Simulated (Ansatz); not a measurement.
## Ba (P6/mmm, 1 atom in the cell): from the cell to its phonons

The cell of Ba (P6/mmm, 1 atom in the cell) is at rest. What are its phonons?

Method: DFT PBEsol+D3(BJ), scalar-relativistic, plane waves, PAW, in Ansatz 0.2.0.

This is not the structure that Ba takes at ambient pressure and room temperature (bcc); it is a model or a phase of other conditions.

### 1. Starting point

The structure is hexagonal, space group P6/mmm (No. 191). Conventional cell: a = 3.984 Å, b = 3.984 Å, c = 3.684 Å, α = 90.00°, β = 90.00°, γ = 120.00°. Nearest to Ba lie 8 Ba at 3.68 to 3.98 Å.

### 2. The dispersion

The cell comes from relaxations at this level that are not shown. Stability and thermal properties need the whole zone. Linear response on a 3×3×4 q mesh gives force constants as far as a supercell of that size would.

input.yaml reads:

```yaml
crystal:
  lattice:
    - [3.9837857965, 0.0, 0.0]
    - [-1.9918928983, 3.450059703, 0.0]
    - [0.0, 0.0, 3.684464493]
  atoms:
    - { symbol: Ba, position: [0.0, 0.0, 0.0] }
kpoints:
  mp_grid: { grid: [12, 12, 12] }
hamiltonian:
  xc: pbesol
  dispersion: d3bj
scf:
  occupations: { method: methfessel_paxton, width: 0.15 }
output:
  eigenvalues: true
phonons:
  method: dfpt
  qmesh: [3, 3, 4]
  temperatures: { t_max: 1000, t_step: 50 }
  qpath:
    path:
      - [[0.0, 0.0, 0.0], [0.5, 0.0, 0.0], [0.33333333, 0.33333333, 0.0], [0.0, 0.0, 0.0], [0.0, 0.0, 0.5], [0.5, 0.0, 0.5], [0.33333333, 0.33333333, 0.5], [0.0, 0.0, 0.5]]
      - [[0.5, 0.0, 0.5], [0.5, 0.0, 0.0]]
      - [[0.33333333, 0.33333333, 0.5], [0.33333333, 0.33333333, 0.0]]
    npoints: 10
```

Command:

```bash
$ ansatz run input.yaml --threads 4 --pin off --max-ram 7168MiB --backend cpu --events-out ev --progress --plain --runs-dir out
```

Numbers of over 12 decimals in the logs are rounded to 6 here.

Output:

```text
Engine: ansatz 0.2.0, aarch64-unknown-linux-gnu
Pseudopotentials: kind: paw
Pseudopotential: Ba, paw, valence charge 10, recommended cutoff 420 eV (normal), Ba.paw.azcp
Functional definition: PBEsol
  exchange = pbesol_x
  correlation = pbesol_c
Crystal: 1 atoms, lattice volume = 50.640 Å³
Basis set: ecut = 420 eV, 997 PW (Γ), exchange–correlation on 54×54×50 points (8 copies of the dense FFT grid, shifted against one another)
Bands: 9, of which v1, the nominal top of the filled ones, is band 5 counted from 1 (4 counted from 0)
Symmetry: 24 space group operations
k-points: 133 of 1728
Non-local potential: Ba, projectors of the file, l = 0: 3, l = 1: 2, l = 2: 2, l = 3: 2
PAW form: soft (Blöchl's): semilocal exchange-correlation on the pseudo side does not see the compensation charge
PAW frozen core: Ba, regenerated for the run's functional, and the local potential with it (the file was generated under x = pbe(κ = 0.804, μ = 0.219515), c = pbe(β = 0.066725))
PAW one-centre angular grid: Ba, 194 points (default); XC on 64 Gauss nodes
Initial density: superposition of atomic densities (neutral atoms: chi_scale 0, normalization atom), corrected by the library's trained network
Initial wavefunctions: pseudopotential atomic-orbital guess
Functional: x = pbesol(κ = 0.804, μ = 0.123457), c = pbesol(β = 0.046)
SCF iter   1: F=—  HF=-5862.737199 eV  |F-HF|=—  |Δ(HF+E_count)|=         —  Δρ=1.83e-3  dr2=2.35e-3  ethr=1.77e-3  ⟨swp⟩=7.0  Hψ=11033  notcnv=0
preconditioner: auto → none  [metal: Δε(μ)=0.040 eV  Ē_g=12.831 eV  σ=0.150 eV  W_gap=0.22  n_scr=8 (ndim 8)  ℏωp=14.8 eV  f_vac=0.000  D(μ)=0.91/eV (n_scr^D=2)  sad-step TF]
SCF iter   2: F=—  HF=-5862.737176 eV  |F-HF|=—  |Δ(HF+E_count)|=   2.31e-5  S|Δr|=    0.00e0  Δρ=1.21e-3  dr2=1.32e-3  ethr=2.35e-5  ⟨swp⟩=1.6  Hψ=2498  notcnv=0
SCF iter   3: F=—  HF=-5862.736919 eV  |F-HF|=—  |Δ(HF+E_count)|=   2.57e-4  S|Δr|=    0.00e0  Δρ=5.25e-4  dr2=1.50e-4  ethr=1.32e-5  ⟨swp⟩=2.4  Hψ=1765  notcnv=0
SCF iter   4: F=—  HF=-5862.736873 eV  |F-HF|=—  |Δ(HF+E_count)|=   4.52e-5  S|Δr|=    0.00e0  Δρ=2.19e-4  dr2=3.30e-5  ethr=1.50e-6  ⟨swp⟩=2.0  Hψ=1792  notcnv=0
SCF iter   5: F=—  HF=-5862.736863 eV  |F-HF|=—  |Δ(HF+E_count)|=   1.08e-5  S|Δr|=    0.00e0  Δρ=3.32e-5  dr2=6.80e-7  ethr=3.30e-7  ⟨swp⟩=2.0  Hψ=1874  notcnv=0
SCF iter   6: F=—  HF=-5862.736863 eV  |F-HF|=—  |Δ(HF+E_count)|=   4.89e-9  S|Δr|=    0.00e0  Δρ=1.05e-5  dr2=9.16e-8  ethr=6.80e-9  ⟨swp⟩=2.2  Hψ=1888  notcnv=0
SCF iter   7: F=—  HF=-5862.736862 eV  |F-HF|=—  |Δ(HF+E_count)|=   3.86e-8  S|Δr|=    0.00e0  Δρ=2.54e-6  dr2=5.20e-9  ethr=9.16e-10  ⟨swp⟩=2.5  Hψ=1858  notcnv=0
SCF iter   8: F=—  HF=-5862.736862 eV  |F-HF|=—  |Δ(HF+E_count)|=   1.85e-9  S|Δr|=    0.00e0  Δρ=8.82e-7  dr2=6.32e-10  ethr=5.20e-11  ⟨swp⟩=2.1  Hψ=1872  notcnv=0
SCF iter   9: F=-5862.736862 eV  HF=-5862.736862 eV  |F-HF|=4.55e-12  |Δ(HF+E_count)|=  2.39e-10  S|Δr|=    0.00e0  Δρ=3.51e-8  dr2=1.01e-12  ethr=1.00e-12  ⟨swp⟩=5.3  Hψ=6228  notcnv=0
SCF 1 converged in 9 iterations: F = -5862.736862 eV  dr2 = 1.01e-12
  greatest PAW one-centre occupation: 0.958 electrons in one spin orbital (limit 2), on the Ba atom at site 0 (counted from 0), in its partial waves of l = 0
NSCF: frozen V_eff on 133 k-points
WARN: eigensolver did not converge in 45 slots of this pass, the one above among them; of largest residual over every band (k=118): 1 band(s) unlocked (lowest unlocked band 8, counted from 0; max residual 1.83e-1 eV among the unlocked bands, 1.83e-1 eV over every band); of lowest unlocked band (k=2): band 8
NSCF: frozen V_eff on 301 k-points
DFPT response loops at q = (0, 0, 0) (fractional): preconditioner auto → Kerker (q_TF=auto, 2.082 Å⁻¹) (partly filled bands, converged f_vac=0.000); β = 1.00, the filter's whole step (`scf.mixing.beta` (0.50) is not read by the response loops under this deck's `scf.mixing.preconditioner`; to damp them name `kerker` or `kerker_dos`, under which they read `scf.mixing.beta`, and type it under 1.00, their step now; both keys bind the ground state too); Broyden in place of MSR1
NSCF: frozen V_eff on 1032 k-points
DFPT response loops at q = (0, 0, 0.25) (fractional): mixed as the last ones told, above
NSCF: frozen V_eff on 602 k-points
DFPT response loops at q = (0, 0, -0.5) (fractional): mixed as the last ones told, above
NSCF: frozen V_eff on 1092 k-points
DFPT response loops at q = (0, 0.333333, 0) (fractional): mixed as the last ones told, above
NSCF: frozen V_eff on 1872 k-points
DFPT response loops at q = (0, 0.333333, 0.25) (fractional): mixed as the last ones told, above
NSCF: frozen V_eff on 1092 k-points
DFPT response loops at q = (0, 0.333333, -0.5) (fractional): mixed as the last ones told, above
NSCF: frozen V_eff on 1092 k-points
DFPT response loops at q = (0.333333, 0.333333, 0) (fractional): mixed as the last ones told, above
NSCF: frozen V_eff on 1872 k-points
DFPT response loops at q = (0.333333, 0.333333, 0.25) (fractional): mixed as the last ones told, above
NSCF: frozen V_eff on 1092 k-points
DFPT response loops at q = (0.333333, 0.333333, -0.5) (fractional): mixed as the last ones told, above
SCF converged after 9 iterations
Stability not checked: this state was not tested for a lower state beside it, because cold or Methfessel-Paxton smearing, or corrected tetrahedra, fill the levels in a way that the test cannot read (fill_not_monotonic; see scf.lower_state_search)
Free energy (F): -5862.736862 eV
Harris-Foulkes:  -5862.736862 eV  (|F-HF|=4.55e-12)
Internal energy: -5862.738846 eV  (E = F + TS)
E sigma→0 (E₀):  -5862.737358 eV
Entropy (-TS):   0.001983 eV (1.983 meV/atom)
Fermi energy:    7.578518 eV
--- Per-component energies (eV) ---
  E_band       = -66.890756
  E_kinetic    = 168.163565
  E_local      = -330.144205  (includes V_loc(G=0)·N_el)
  E_nonlocal   = 58.753239
  E_hartree    = 103.993882
  E_xc         = -166.034331
  E_vxc        = -134.599294  (∫ρ·V_xc dr)
  E_paw        = -5140.599072  (= ΣΔE_a)
  E_vpaw       = -37.051840  (= ΣTr[D̂ρ^β])
  E_aug_tail   = -0.000002  (compensation charges beyond the density's cutoff)
  E_ewald      = -556.708565
  E_disp       = -0.314790  (pairwise vdW)
  E_core_change = 0.151433  (= ΣΔE_core)
  E_smearing   = 0.001983  (= −TS)
  E_closure    = 0.000000  (closes the sum)
  Σ components = -5862.736862   (vs F -5862.736862, Δ=0.00e0)
--- Band table (eV; the first three rows and the last of 133) ---
  k-point 0: bands = ["-21.2756", "-5.9568", "-5.9568", "-5.8606", "4.7889", "7.4842", "9.4569", "9.4569", "12.1408"]
  k-point 1: bands = ["-21.2671", "-5.9576", "-5.9486", "-5.9486", "4.9150", "7.6438", "9.4950", "9.4950", "12.1754"]
  k-point 2: bands = ["-21.2438", "-6.2109", "-5.9260", "-5.9260", "5.2463", "8.0901", "9.6042", "9.6042", "12.2730"]
  k-point 132: bands = ["-21.0264", "-6.8916", "-6.4832", "-6.4832", "7.1900", "7.1900", "9.7374", "9.7374", "12.6603"]
--- Phonons (Γ-DFPT): 2 representative perturbations + reference (Σ response iterations 4) ---
  ASR residual: 2.042e-4 → 0.000e0 eV/Å²; symmetrization residual: 7.816e-14 eV/Å²
  pairwise dispersion correction: d3bj (s6 = 1.0, s8 = 2.9491, a1 = 0.4466, a2_bohr = 6.1742), with the weights of each atom's references fixed at the reference crystal's, and the forces and stress that the weights' published response gives there kept as a pressure on the atom's counted neighbours (hamiltonian.dispersion)
  ASR residual per site (eV/Å²): 2.04e-4
  Γ frequencies (cm⁻¹): 0.00 0.00 0.00
--- Phonons (arbitrary-q DFPT): 9 irreducible q on the 3×3×4 mesh ---
  q = [0.0000, 0.0000, 0.0000] (star 1, of the zone-centre solve; hermiticity 2.47e-11, symmetrization 3.83e-10): -0.00 -0.00 -0.00
  q = [0.0000, 0.0000, 0.2500] (star 2, 2 solved perturbations in 744 linear systems a pass and spin channel, the states on 516 of 1728 k-point pairs; hermiticity 4.60e-9, symmetrization 2.30e-9): -19.68 -19.68 55.57
  q = [0.0000, 0.0000, -0.5000] (star 1, 2 solved perturbations in 434 linear systems a pass and spin channel, the states on 301 of 1728 k-point pairs; hermiticity 4.19e-9, symmetrization 2.09e-9): -31.77 -31.77 58.02
  q = [0.0000, 0.3333, 0.0000] (star 6, 3 solved perturbations on 546 of 1728 k-point pairs; hermiticity 6.48e-9, symmetrization 4.22e-10): -24.14 43.80 72.26
  q = [0.0000, 0.3333, 0.2500] (star 12, 3 solved perturbations on 936 of 1728 k-point pairs; hermiticity 2.73e-6, symmetrization 3.29e-10): 27.99 41.24 67.71
  q = [0.0000, 0.3333, -0.5000] (star 6, 3 solved perturbations on 546 of 1728 k-point pairs; hermiticity 7.81e-9, symmetrization 2.25e-10): -15.86 55.25 62.53
  q = [0.3333, 0.3333, 0.0000] (star 2, 2 solved perturbations in 763 linear systems a pass and spin channel, the states on 546 of 1728 k-point pairs; hermiticity 3.08e-9, symmetrization 1.54e-9): -36.10 74.12 74.12
  q = [0.3333, 0.3333, 0.2500] (star 4, 2 solved perturbations in 1308 linear systems a pass and spin channel, the states on 936 of 1728 k-point pairs; hermiticity 1.55e-7, symmetrization 1.50e-7): 37.36 66.38 66.38
  q = [0.3333, 0.3333, -0.5000] (star 2, 2 solved perturbations in 763 linear systems a pass and spin channel, the states on 546 of 1728 k-point pairs; hermiticity 4.00e-9, symmetrization 2.00e-9): 59.39 62.63 62.63
  sum rule: each row above includes the acoustic sum rule's correction from the zone centre's row sums; it moved no ω² by more than (0.64 cm⁻¹)²
  mesh force constants: q→R imaginary residual 0.00e0; ASR residual 2.042e-4 → 0.000e0 eV/Å²; symmetrization residual 1.221e-15 eV/Å²
  interpolated dispersion: 93 rows × 3 modes
  density of states and harmonic sums: on the 18×18×20 q-mesh, interpolated from the force constants of a 3×3×4 supercell (no non-analytic term)
  largest difference from the sums on the solved wave vectors: F 8.78e-2 eV, S 1.08e-4 and C_V 2.13e-5 eV/K
  zero-point energy: 0.007919 eV/cell   skipped modes (ω ≤ 0): 204, of them read as no rigid motion or as one in doubt: 201 (3.992e-1 modes/cell left out, lowest -36.10 cm⁻¹)   left out of the sums: 1.33e-1 of the cell's modes: C_V's classical limit lies that fraction below 3 k_B per atom; for a crystal, a wire or a layer, F and S can be off by more, and a phonons.interpolated_qmesh denser along its periods is the remedy for the sampling
```

Elapsed: 5.2 min, on 4 threads of Arm Neoverse N1, shared host; peak memory 1.4 GiB; 12 min of CPU time.

In the SCF lines HF is the Harris–Foulkes energy and dr2 the Hartree energy of the density residual, in eV; the loop may stop once dr2 is under the threshold and the program's other checks hold. Hψ counts applications of the Hamiltonian.

This step gave:

```
volume per atom                                         : 50.64 Å³
gap on the k-mesh                                       : 0 eV
sum-rule residual before enforcement                    : 2.04e-4 eV/Å²
lowest frequency on the path                            : -36.10 cm⁻¹
highest frequency on the path or at a solved wavevector : 83.7 cm⁻¹
lowest mode on the q mesh (acoustic modes at Γ apart)   : -36.1 cm⁻¹
```

Frequencies (cm⁻¹) solved at each irreducible wavevector; negative means imaginary. Frequencies by wavevector, by row:

```tsv
q in reciprocal lattice units	star	mode 1	mode 2	mode 3
0 0 0	1	0	0	0
0 0 0.25	2	-19.7	-19.7	55.6
0 0 -0.5	1	-31.8	-31.8	58
0 0.3333 0	6	-24.1	43.8	72.3
0 0.3333 0.25	12	28	41.2	67.7
0 0.3333 -0.5	6	-15.9	55.2	62.5
0.3333 0.3333 0	2	-36.1	74.1	74.1
0.3333 0.3333 0.25	4	37.4	66.4	66.4
0.3333 0.3333 -0.5	2	59.4	62.6	62.6
```

Interpolated from a 3×3×4 q mesh. The phonon branches at the labelled points (cm⁻¹):

```tsv
point	branch 1	branch 2	branch 3
Γ	0	0	0
halfway	-18	36	59
M	-30	51	84
halfway	-33	60	81
K	-36	74	74
halfway	-22	43	64
Γ	0	0	0
halfway	-20	-20	56
A	-32	-32	58
halfway	-25	47	55
L	14	56	76
halfway	39	58	73
H	59	63	63
halfway	-8	52	56
A	-32	-32	58
jump to L	14	56	76
halfway	36	40	77
M	-30	51	84
jump to H	59	63	63
halfway	37	66	66
K	-36	74	74
```

The phonon branches as a text plot (rows in cm⁻¹):

```
     81 |     *****                                     ***
     76 |    *     ***                  **           ***
     71 |           * *                *  **                   **
     66 |         *  * *              *      **              **
     61 |   *                  **           ** *           **
     56 |        *      *     *  *********** *********     *
     51 |  *   **     *                    *    *     *   * *
     46 |    **                      *                  **   *
     41 |              * *   *            *      *     *
     36 |   *           *           *         *        *
     31 |  *
     26 | *              *  *                  *      *       *
     21 |                                *           *
     16 | *               *             *               *
     11 |*                *
      6 |*                             *
      1 |                  *
     -4 |*                *
     -9 | *                 *                   *
    -14 |  *             *   *        *           *
    -19 |   *           *     *    *                     *
    -24 |    *         *       *     *           *
    -29 |     ***     *         * ***             **      *    *
    -34 |        *****           **                **           *
         Γ     M   K       Γ     A      L   H      A|L   M|H    K
```

Tetrahedra on a 18×18×20 mesh, mean over bins of 1 cm-1. Interpolated from a 3×3×4 q mesh. Phonon density of states against wavenumber; read off at these points:

wavenumber (cm⁻¹), phonon density of states (1/cm⁻¹/cell) and a bar:
```
    -35.0     0.0019 
    -30.0     0.0149 #####
    -27.5     0.0180 #######
    -25.0     0.0168 ######
    -20.0     0.0148 #####
    -15.0     0.0113 ####
    -10.0     0.0086 ###
     -5.0     0.0078 ##
      0.0     0.0082 ###
      5.0     0.0087 ###
     10.0     0.0107 ####
     15.0     0.0149 #####
     20.0     0.0212 ########
     25.0     0.0259 ##########
     30.0     0.0292 ###########
     35.0     0.0333 #############
     40.0     0.0366 ##############
     45.0     0.0401 ################
     50.0     0.0456 ##################
     55.0     0.0635 #########################
     56.5     0.0750 ##############################
     58.5     0.0740 ##############################
     60.0     0.0392 ###############
     65.0     0.0289 ###########
     70.0     0.0489 ###################
     75.0     0.0486 ###################
     80.0     0.0179 #######
```

Second derivatives of the energy by pair, one row for each kind of neighbour of each atom listed. Each entry sums the pair over the periodic images of the supercell that the q mesh stands for, and in a polar crystal it holds the long-range dipole part too. Force constants by pair, by row:

```tsv
atom	neighbour	distance (Å)	third of the trace (eV/Å²)	along the pair's line (eV/Å²)
Ba1	itself	0	1.185	–
Ba1	Ba	3.684	-0.0264	-0.4887
Ba1	Ba	3.984	-0.166	-0.5854
Ba1	Ba	5.426	0.0016	0.0881
Ba1	Ba	6.9	0.0314	0.0457
Ba1	Ba	7.369	-0.0337	-0.1832
```

Symmetry leaves 9 wavevectors to solve. The lowest mode among them, the acoustic zeros apart, lies at q = (0.333, 0.333, 0) and is imaginary, 36.1i cm⁻¹, so the energy falls along it.

### 3. Results

- space group (within 0.01 Å): P6/mmm
- volume per atom: 50.6 Å³
- electronic character: no gap on this mesh
- lowest mode on the q mesh (acoustic modes at Γ apart): -36.1 cm⁻¹
- highest frequency on the path or at a solved wavevector: 83.7 cm⁻¹
- imaginary modes on the 3×3×4 q mesh: yes

**Reading.** Modes are clearly imaginary (beyond 10i cm⁻¹) at 5 of the 9 irreducible wavevectors, most at q = (0.333, 0.333, 0) (36.1i cm⁻¹), so this structure is not a minimum of the energy. With no gap, or one that is small against the smearing, the frequencies hang on the k mesh and the smearing, most of all near Kohn anomalies. Spin-orbit coupling is left out, which can matter for the heavy elements here. A phonon run warned that its eigensolver left some bands unconverged in a pass. In the phonons the program treats the change of the C6 weights of the dispersion term with coordination only in part. These are harmonic frequencies at zero temperature: anharmonic shifts, linewidths and thermal expansion are left out.

[Logs are printed without paths, hosts, clocks, repeated set-up lines and the standing remarks that a program may print on its own settings, such as how far it seeks lower states.]

[Hosts, paths, dates, database ids (printed as entryN), source tags and the programs' standing remarks are cut or masked in the printed files.]
